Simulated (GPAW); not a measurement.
# Work function of 1T-PbSeTe monolayer at several levels, part 3 of 3

How far do functional and basis move the work function of 1T-PbSeTe monolayer?

GPAW 26.7.0; GPAW, PAW setups; layer in a repeated cell with vacuum, relaxation of atoms and in-plane cell (the session's first sound run).

So far, upper work function (eV): step 3 (the slab's potential, PBE, GPAW) 5.62; step 5 (RPBE) 5.52; step 6 (revPBE) 5.52; step 7 (GPAW, PAW setups) 5.83; step 8 (LDA) 5.88.

**9. Real-space grid: mode = "fd"**

Level of this step: GPAW, PAW setups; slab in vacuum (GPAW).

A real-space grid is a second complete basis, so it checks the plane-wave result.

run.py reads:

```python
import json
import numpy as np
from ase import Atoms
from gpaw import GPAW

slab = Atoms(
    ['Te', 'Pb', 'Se'],
    positions=[
        [2.01710, 1.16458, 9.00000],
        [0.00000, -0.00000, 11.07705],
        [-0.00000, 2.32915, 12.71216]],
    cell=[[4.0342, -0.0, 0.0], [-2.0171, 3.49373, 0.0], [0.0, 0.0, 21.7122]],
    pbc=[True, True, False])

slab.calc = GPAW(mode='fd', h=0.18, xc='PBE', kpts={'size': (9, 9, 1), 'gamma': True},
                 occupations={'name': 'fermi-dirac', 'width': 0.05}, nbands='200%',
                 convergence={'density': 1e-05}, maxiter=200,
                 poissonsolver={'dipolelayer': 'xy'},
                 symmetry={'tolerance': 1e-3}, txt='slab.txt')
result = {}
energy = slab.get_potential_energy()
fermi = slab.calc.get_fermi_level()
v = slab.calc.get_electrostatic_potential().mean((0, 1)) - fermi
n = slab.calc.get_pseudo_density().mean((0, 1))
L = slab.cell[2, 2]
z = np.arange(len(v)) * L / len(v)
low, high = slab.positions[:, 2].min(), slab.positions[:, 2].max()
below, above = np.interp([low - 6.8, high + 6.8], z, v)
slopes = [np.interp(x, z, np.gradient(v, z)) for x in (low - 6.8, high + 6.8)]
eps = np.array([[slab.calc.get_eigenvalues(k, s) for k in range(len(slab.calc.get_ibz_k_points()))]
                for s in range(slab.calc.get_number_of_spins())]) - fermi
top, bottom = eps[eps < 0].max(), eps[eps > 0].min()
dipole = slab.get_dipole_moment()[2]
print(f'energy {energy:.4f} eV, Fermi level {fermi:.4f} eV, dipole {dipole:.5f} e A')
print(f'potential 6.8 A off the faces, from the Fermi level: lower {below:.4f} eV, upper {above:.4f} eV')
print(f'slope of the potential there: lower {slopes[0]:.5f}, upper {slopes[1]:.5f} eV/A')
print(f'nearest levels on the mesh: {top:.4f} and {bottom:.4f} eV')
print('magnetic moment', round(slab.get_magnetic_moment(), 3))
result.update(energy=energy, fermi=fermi, dipole=dipole, below=below, above=above, slopes=slopes, edges=[top, bottom],
              z=z.tolist(), v=v.tolist(), n=n.tolist(), positions=slab.positions.tolist(),
              forces=slab.get_forces(apply_constraint=False).tolist(), moments=slab.get_magnetic_moments().tolist())
json.dump(result, open('result.json', 'w'))
```

On the command line:

```console
> OMP_NUM_THREADS=1 OPENBLAS_NUM_THREADS=1 python run.py
```

Log:

```text
energy -10.3546 eV, Fermi level -5.4470 eV, dipole -0.02663 e A
potential 6.8 A off the faces, from the Fermi level: lower 5.2765 eV, upper 5.6174 eV
slope of the potential there: lower -0.00000, upper 0.00000 eV/A
nearest levels on the mesh: -0.0279 and 0.0539 eV
magnetic moment 0.0
```

Run time: 3.7 min. Hardware: 1 thread of AMD EPYC 7R13 (Zen 3), shared host; peak memory 0.6 GiB.

This step gave:

```yaml
dipole_along_the_normal: -0.02663 e·Å
levels_nearest_the_fermi_level_on_the_mesh: -0.02787, 0.05391 eV from the Fermi level
upper_work_function: 5.617 eV
lower_work_function: 5.277 eV
```

The upper face's work function is 5.617 eV, against 5.620 eV in the first plane-wave PBE run at this geometry.

**10. Atomic orbitals: mode = "lcao"**

Atom-centred orbitals end a few angstrom from the surface, which tests how much the density's tail matters.

run.py, as its differences from that of step 9:

```diff
@@ -14,4 +14,4 @@
 
-slab.calc = GPAW(mode='fd', h=0.18, xc='PBE', kpts={'size': (9, 9, 1), 'gamma': True},
-                 occupations={'name': 'fermi-dirac', 'width': 0.05}, nbands='200%',
+slab.calc = GPAW(mode='lcao', basis='dzp', h=0.18, xc='PBE', kpts={'size': (9, 9, 1), 'gamma': True},
+                 occupations={'name': 'fermi-dirac', 'width': 0.05}, nbands='120%',
                  convergence={'density': 1e-05}, maxiter=200,
```

Log:

```text
energy -9.3269 eV, Fermi level -5.2515 eV, dipole -0.02317 e A
potential 6.8 A off the faces, from the Fermi level: lower 5.1033 eV, upper 5.3997 eV
slope of the potential there: lower 0.00000, upper 0.00000 eV/A
nearest levels on the mesh: -0.0286 and 0.0571 eV
magnetic moment 0.0
```

Wall time 57 s (1 thread); peak memory 0.3 GiB.

This step gave:

| Item | Value |
| --- | --- |
| dipole along the normal | -0.02317 e·Å |
| levels nearest the Fermi level on the mesh | -0.02860, 0.05715 eV from the Fermi level |
| upper work function | 5.400 eV |
| lower work function | 5.103 eV |

The upper face's work function is 5.400 eV, against 5.620 eV in the first plane-wave PBE run at this geometry.

**11. The ladder**

Times are for 1 thread of AMD EPYC 7R13 (Zen 3), shared host. Results by setting:

```
no.         run  upper work function (eV)  lower work function (eV)     time  memory (GiB)
  1          pw                     5.620                     5.276     35 s          0.24
  2     vdW DF2                     5.994                     5.619     63 s          0.45
  3        RPBE                     5.520                     5.173     43 s          0.23
  4      revPBE                     5.520                     5.178     39 s          0.23
  5  optPBE vdW                     5.832                     5.472     59 s          0.45
  6         LDA                     5.883                     5.542     36 s          0.22
  7          fd                     5.617                     5.277  3.7 min           0.6
  8        lcao                     5.400                     5.103     57 s           0.3
```

**12. Side by side**

Results and costs are gathered.

This step: comparison of work functions, dipole and cost (GPAW 26.7.0).

Ladder, by row:

```
      step  code  work function, upper (eV)  work function, lower (eV)  dipole (e Å)  wall time (s)  peak memory (GiB)  threads
        pw  GPAW                       5.62                      5.276      -0.02704          35.21               0.24        1
   vdW-DF2  GPAW                      5.994                      5.619      -0.02954          63.38               0.45        1
      RPBE  GPAW                       5.52                      5.173      -0.02729          43.47               0.23        1
    revPBE  GPAW                       5.52                      5.178      -0.02692          39.07               0.23        1
optPBE-vdW  GPAW                      5.832                      5.472      -0.02836           58.6               0.45        1
       LDA  GPAW                      5.883                      5.542      -0.02677          35.81               0.22        1
        fd  GPAW                      5.617                      5.277      -0.02663          219.8                0.6        1
      lcao  GPAW                        5.4                      5.103      -0.02317          56.99                0.3        1
```

**13. Results**

| Quantity | Value |
| --- | --- |
| work function, upper and lower face | 5.620 and 5.276 eV |
| dipole along the normal | -0.0270 e Å |

In words: With plane waves and PBE the work function is 5.62 eV on the upper face and 5.28 eV on the lower. The two faces differ by 0.34 eV, the step that the slab's dipole makes (e p/(ε0 A) gives 0.35 eV), so the dipole layer is needed. Over the sound runs of the table the upper face's work function spans 5.400 (lcao) to 5.994 eV (vdW-DF2). Atomic orbitals miss the plane-wave value by -0.22 eV, since they describe the tail of the density in the vacuum poorly. The starting lattice was a guess from atomic radii; the relaxation moved it by 8 %. The relaxation of atoms and cell ran in a fully periodic cell without the dipole layer, so the atoms of this polar layer felt a small spurious field. The layer's cell and atoms come from the relaxation; spin-orbit coupling and temperature are left out.

[Logs are printed without paths, hosts, clocks, repeated set-up lines and the standing remarks that a program may print on its own settings, such as how far it seeks lower states.]

[Hosts, paths, dates, database ids (printed as entryN), source tags and the programs' standing remarks are cut or masked in the printed files.]
